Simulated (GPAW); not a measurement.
# MnGe7 (Ge16x211 Mn2 nn): which magnetic order is lowest, part 2 of 2

Aim: find out whether MnGe7 (Ge16x211 Mn2 nn) carries moments, and which collinear order costs least.

GPAW 26.7.0; PBE; plane waves with GPAW's PAW setups, scalar-relativistic.

So far. Step 2 (Order 1, typed as ferro ++): After 34 cycles the largest moment stands at 3.02 μB.

### 3. Order 2, typed as antiferro +-

Another pattern of signs weighs the neighbour shells otherwise.

Input file order2.py:

```python
import json
import numpy as np
from ase import Atoms
from ase.parallel import paropen, parprint
from gpaw import GPAW

atoms = Atoms(['Mn', 'Mn', 'Ge', 'Ge', 'Ge', 'Ge', 'Ge', 'Ge', 'Ge', 'Ge', 'Ge', 'Ge', 'Ge', 'Ge', 'Ge', 'Ge'],
    cell=[[11.316, 0.0, 0.0],
         [0.0, 5.658, 0.0],
         [0.0, 0.0, 5.658]],
    scaled_positions=[[0.0, 0.0, 0.0],
         [0.125, 0.25, 0.25],
         [0.0, 0.5, 0.5],
         [0.125, 0.75, 0.75],
         [0.25, 0.0, 0.5],
         [0.375, 0.25, 0.75],
         [0.25, 0.5, 0.0],
         [0.375, 0.75, 0.25],
         [0.5, 0.0, 0.0],
         [0.625, 0.25, 0.25],
         [0.5, 0.5, 0.5],
         [0.625, 0.75, 0.75],
         [0.75, 0.0, 0.5],
         [0.875, 0.25, 0.75],
         [0.75, 0.5, 0.0],
         [0.875, 0.75, 0.25]],
    pbc=True,
    magmoms=[4.5, -4.5, 0.0, 0.0, 0.0, 0.0, 0.0, 0.0, 0.0, 0.0, 0.0, 0.0, 0.0, 0.0, 0.0, 0.0])
atoms.calc = GPAW(mode={'name': 'pw', 'ecut': 450},
    xc='PBE',
    kpts={'size': (3, 5, 5), 'gamma': True},
    occupations={'name': 'fermi-dirac', 'width': 0.05},
    convergence={'density': 1e-05, 'energy': 1e-05},
    maxiter=200,
    mixer={'name': 'pulay', 'beta': 0.05, 'nmaxold': 6, 'weight': 50},
    symmetry={'tolerance': 1e-4},
    txt='order2.txt')
e = atoms.get_potential_energy(force_consistent=True)
res = {'free_energy': e, 'energy_sigma0': atoms.get_potential_energy(), 'fermi_energy': atoms.calc.get_fermi_level()}
res['moments'] = atoms.get_magnetic_moments().tolist()
res['total'] = atoms.get_magnetic_moment()
parprint('site moments (muB):', np.round(res['moments'], 3))
parprint(f"total moment: {res['total']:.3f} muB")
parprint(f'free energy: {e:.6f} eV')
atoms.calc.write('order2.gpw')
with paropen('results.json', 'w') as f:
    json.dump(res, f)
```

Run with:

```console
$ OMP_NUM_THREADS=1 mpirun -n 4 gpaw python order2.py > order2.log
```

Numbers of over 12 decimals in the logs are rounded to 6 here.

The program printed:

```text
site moments (muB): [ 3.24e+00 -3.24e+00  3.30e-02 -3.30e-02  4.30e-02 -2.00e-03  4.30e-02
 -2.00e-03  5.00e-03 -5.00e-03  1.00e-03 -1.00e-03  2.00e-03 -4.30e-02
  2.00e-03 -4.30e-02]
total moment: 0.000 muB
free energy: -78.974551 eV

--- order2.txt ---
Input parameters:
  mode=PW(ecut=450),
  convergence={'density': 1e-05, 'energy': 1e-05},
  kpts=MonkhorstPack(size=(3, 5, 5), gamma=True),
  maxiter=200,
  mixer=Pulay(name='pulay', nmaxold=6, beta=0.05, weight=50, sigma=0.015, g_ss=None),
  occupations=Occupations(name='fermi-dirac', width=0.05),
  symmetry=Symmetry(tolerance=0.0001),
  xc=XC(name='PBE')

Diagonalizing LCAO Hamiltonian
Converting LCAO to pw mode
    .---------------------------.
   /|                           |
  / |  Ge            Ge         |
 *  |                           |
 |  |       Ge            Ge    |
 | Ge            Ge             |
 |  |   Ge    Ge      Ge    Ge  |
 |  .---------------------------.
 | / Mn  Ge        Ge  Ge      /
 |/                           /
 Mn------------Ge------------*

Atoms  # Å, Bohr magnetons
|    | symbol |        x |        y |        z |    initial magnetic moments |
|----|--------|----------|----------|----------|-----------------------------|
|  0 |     Mn | 0.000000 | 0.000000 | 0.000000 | ( 0.0000,  0.0000,  4.5000) |
|  1 |     Mn | 1.414500 | 1.414500 | 1.414500 | ( 0.0000,  0.0000, -4.5000) |
|  2 |     Ge | 0.000000 | 2.829000 | 2.829000 | ( 0.0000,  0.0000,  0.0000) |
|  3 |     Ge | 1.414500 | 4.243500 | 4.243500 | ( 0.0000,  0.0000,  0.0000) |
|  4 |     Ge | 2.829000 | 0.000000 | 2.829000 | ( 0.0000,  0.0000,  0.0000) |
|  5 |     Ge | 4.243500 | 1.414500 | 4.243500 | ( 0.0000,  0.0000,  0.0000) |
|  6 |     Ge | 2.829000 | 2.829000 | 0.000000 | ( 0.0000,  0.0000,  0.0000) |
|  7 |     Ge | 4.243500 | 4.243500 | 1.414500 | ( 0.0000,  0.0000,  0.0000) |
|  8 |     Ge | 5.658000 | 0.000000 | 0.000000 | ( 0.0000,  0.0000,  0.0000) |
|  9 |     Ge | 7.072500 | 1.414500 | 1.414500 | ( 0.0000,  0.0000,  0.0000) |
| 10 |     Ge | 5.658000 | 2.829000 | 2.829000 | ( 0.0000,  0.0000,  0.0000) |
| 11 |     Ge | 7.072500 | 4.243500 | 4.243500 | ( 0.0000,  0.0000,  0.0000) |
| 12 |     Ge | 8.487000 | 0.000000 | 2.829000 | ( 0.0000,  0.0000,  0.0000) |
| 13 |     Ge | 9.901500 | 1.414500 | 4.243500 | ( 0.0000,  0.0000,  0.0000) |
| 14 |     Ge | 8.487000 | 2.829000 | 0.000000 | ( 0.0000,  0.0000,  0.0000) |
| 15 |     Ge | 9.901500 | 4.243500 | 1.414500 | ( 0.0000,  0.0000,  0.0000) |

Unit cell  # Å
| periodic |         x |        y |        z |   lengths |    angles |
|----------|-----------|----------|----------|-----------|-----------|
|      yes | 11.316000 | 0.000000 | 0.000000 | 11.316000 | 90.000000 |
|      yes |  0.000000 | 5.658000 | 0.000000 |  5.658000 | 90.000000 |
|      yes |  0.000000 | 0.000000 | 5.658000 |  5.658000 | 90.000000 |

Number of symmetries: 2

BZ-sampling:
  Number of BZ points: 75
  Number of IBZ points: 24

  Monkhorst-Pack size: [3, 5, 5]
  Monkhorst-Pack shift: [0, 0, 0]

Plane wave coefficients: 7882
Cutoff: 450.000000 eV

Spin-components: 2 (collinear spins)
Bands:           56
Projectors:      82
Spin-degeneracy: 1
Datatype:        complex128

Parallelization:
  kpt:    4
  domain: 1
  band:   1

Density:
  Valence electrons: 86.0
  Components: 2
  Grid points: [56 28 28]
  Charge: 0.0  # |e|

Potential:
  Grid points: [56 28 28]

[... setups left out ...]
Reference energy: -862395.106081  # eV

eigensolver:
  PPCG
  Converge bands: occupied
  niter=2

density mixing:
  Pulay-Mixer
  Linear mixing parameters: 0.05
  Old densities: 6
  Fourier metric: weight=50, sigma=0.015

occupation numbers:
  Fermi-Dirac:
    width: 0.0500  # eV

poisson solver:
  ecut: 3600.000000  # eV

xc functional:
  name: PBE with 2 nearest neighbor stencil

convergence criteria:
- Maximum integral of absolute [dens]ity change: 1e-05 electrons / valence electron
- Maximum [total energy] change in last 3 cyles: 1e-05 eV / valence electron
- Maximum integral of absolute [eigenst]ate change: 4e-08 eV^2 / valence electron
maximum number of iterations: 200

SCF iterations
|iter     |      energy | eigst |  dens |  magmom |
|---------|-------------|-------|-------|---------|
|iter:   1|       0s |  -79.304022 | +0.10 |       |  +0.0000|
|iter:   2|      23s |  -78.816580 | -1.35 | -0.90 |  +0.0000|
|iter:   3|      44s |  -78.777524 | -2.25 | -0.97 |  +0.0000|
|iter:   4|      66s |  -79.012807 | -1.35 | -1.01 |  -0.0000|
|iter:   5|      88s |  -78.927571 | -2.64 | -1.41 |  -0.0000|
|iter:   6|     110s |  -79.014758 | -1.75 | -1.44 |  -0.0000|
|iter:   7|     131s |  -78.986568 | -3.28 | -1.68 |  -0.0000|
|iter:   8|     153s |  -78.950321 | -2.71 | -1.73 |  +0.0000|
|iter:   9|     175s |  -78.942789 | -3.46 | -2.00 |  +0.0000|
|iter:  10|     197s |  -78.948546 | -3.81 | -2.13 |  +0.0000|
[... 14 iterations left out ...]
|iter:  25|     496s |  -78.946930c| -7.34 | -4.09 |  +0.0000|
|iter:  26|     508s |  -78.946930c| -8.31c| -4.20 |  +0.0000|
|iter:  27|     518s |  -78.946929c| -7.49c| -4.22 |  +0.0000|
|iter:  28|     530s |  -78.946929c| -7.55c| -4.38 |  +0.0000|
|iter:  29|     540s |  -78.946929c| -7.54c| -4.57 |  +0.0000|
|iter:  30|     551s |  -78.946928c| -7.89c| -4.61 |  +0.0000|
|iter:  31|     561s |  -78.946927c| -8.20c| -4.76 |  +0.0000|
|iter:  32|     572s |  -78.946927c| -8.41c| -4.89 |  +0.0000|
|iter:  33|     582s |  -78.946927c| -8.33c| -4.90 |  +0.0000|
|iter:  34|     592s |  -78.946927c| -8.52c| -5.15c|  +0.0000|

Converged in 34 steps
Energy contributions relative to reference atoms: (reference = -862395.106081)

Energy contributions:
  Kinetic:         190.917490
  Coulomb:        -169.961446
  Zero:              0.406313
  External:          0.000000
  Xc:             -100.281660
  Entropy:          -0.055248
  Spinorbit:         0.000000
  ----------------------------
  Free energy:     -78.974551
  Extrapolated:    -78.946927

dipole moment: (-62.297586, -68.024637, -68.024637)  # |e|*Ang

Total magnetic moment: (0.000000, 0.000000, 0.000000)

Local magnetic moments
|        x |        y |         z |
|----------|----------|-----------|
| 0.000000 | 0.000000 |  3.239664 |  # Mn   0
| 0.000000 | 0.000000 | -3.239664 |  # Mn   1
| 0.000000 | 0.000000 |  0.033035 |  # Ge   2
| 0.000000 | 0.000000 | -0.033035 |  # Ge   3
| 0.000000 | 0.000000 |  0.042796 |  # Ge   4
| 0.000000 | 0.000000 | -0.002427 |  # Ge   5
| 0.000000 | 0.000000 |  0.042796 |  # Ge   6
| 0.000000 | 0.000000 | -0.002427 |  # Ge   7
| 0.000000 | 0.000000 |  0.004637 |  # Ge   8
| 0.000000 | 0.000000 | -0.004637 |  # Ge   9
| 0.000000 | 0.000000 |  0.001349 |  # Ge  10
| 0.000000 | 0.000000 | -0.001349 |  # Ge  11
| 0.000000 | 0.000000 |  0.002427 |  # Ge  12
| 0.000000 | 0.000000 | -0.042796 |  # Ge  13
| 0.000000 | 0.000000 |  0.002427 |  # Ge  14
| 0.000000 | 0.000000 | -0.042796 |  # Ge  15

Fermi level: 5.273
Eigenvalues  # (at kpt = [0.000, 0.000, 0.000])
| band index |      eig [eV] | occ [0-1] |      eig [eV] | occ [0-1] |
|------------|---------------|-----------|---------------|-----------|
|          0 |       -75.664 |     1.000 |       -75.664 |     1.000 |
|        ... |               |           |               |           |
|         34 |         3.015 |     1.000 |         3.015 |     1.000 |
|         35 |         3.065 |     1.000 |         3.065 |     1.000 |
|         36 |         3.488 |     1.000 |         3.488 |     1.000 |
|         37 |         3.819 |     1.000 |         3.819 |     1.000 |
|         38 |         3.938 |     1.000 |         3.938 |     1.000 |
|         39 |         4.093 |     1.000 |         4.093 |     1.000 |
|         40 |         4.785 |     1.000 |         4.785 |     1.000 |
|         41 |         4.872 |     1.000 |         4.872 |     1.000 |
|         42 |         5.468 |     0.020 |         5.468 |     0.020 |
|         43 |         5.686 |     0.000 |         5.686 |     0.000 |
|         44 |         5.739 |     0.000 |         5.739 |     0.000 |
|         45 |         5.746 |     0.000 |         5.746 |     0.000 |
|         46 |         5.908 |     0.000 |         5.908 |     0.000 |
|         47 |         6.451 |     0.000 |         6.451 |     0.000 |
|         48 |         6.591 |     0.000 |         6.591 |     0.000 |
|         49 |         6.762 |     0.000 |         6.762 |     0.000 |
|        ... |               |           |               |           |
|         55 |         7.920 |     0.000 |         7.920 |     0.000 |

No gap
No difference between direct/indirect transitions
```

It took 11 min on 4 MPI ranks of Intel Xeon at 2.50GHz (Skylake/Cascade Lake), shared host; peak memory 1.5 GiB; 42 min of CPU time.

Spin moment in the augmentation sphere by atom:

| atom | spin moment in the augmentation sphere (μB) |
| --- | --- |
| Mn1 | 3.24 |
| Mn2 | -3.24 |
| Ge3 | 0.03 |
| Ge4 | -0.03 |
| Ge5 | 0.04 |
| Ge6 | 0.00 |
| Ge7 | 0.04 |
| Ge8 | 0.00 |
| Ge9 | 0.00 |
| Ge10 | 0.00 |
| Ge11 | 0.00 |
| Ge12 | 0.00 |
| Ge13 | 0.00 |
| Ge14 | -0.04 |
| Ge15 | 0.00 |
| Ge16 | -0.04 |

Numbers from this step:

- magnetization: 0 μB
- final state: antiferromagnetic

It lies 267 meV a seeded atom under the first start, and its largest moment is 3.24 μB against 3.02 μB.

### 4. Ranking

These are free energies at a smearing of 0.05 eV, so its entropy term is in the differences. They are divided by the number of seeded atoms, so that cells of unlike size compare.

Orders:

```csv
start,final state,typed order kept,energy over the lowest (meV a seeded atom),largest site moment (μB),net moment (μB a primitive cell),mesh matched,CPU time (s)
ferro ++,ferromagnetic,yes,266.8,3.016,6.037,yes,2641
antiferro +-,antiferromagnetic,yes,0,3.24,0,yes,2515
```

### 5. Results

| Quantity | Value |
| --- | --- |
| lowest state found | antiferromagnetic (typed antiferro +-) |
| largest site moment | 3.24 μB |
| next state | ferromagnetic, 267 meV a seeded atom higher |

**Reading.** The lowest state found is antiferromagnetic, reached from the start antiferro +-, with moments up to 3.24 μB. The next state costs 267 meV a seeded atom. This is the lowest of 2 finished starts, no proof of the ground state.

[Logs and program files are shortened in this print: banners, set-up blocks, solver, clock and traceback lines can be left out without a mark of their own.]

[Logs are printed without paths, hosts, clocks, repeated set-up lines and the standing remarks that a program may print on its own settings, such as how far it seeks lower states.]

[Hosts, paths, dates, database ids (printed as entryN), source tags and the programs' standing remarks are cut or masked in the printed files.]

[Where a cell is said to come from a database of computed structures, the database is the Materials Project.]
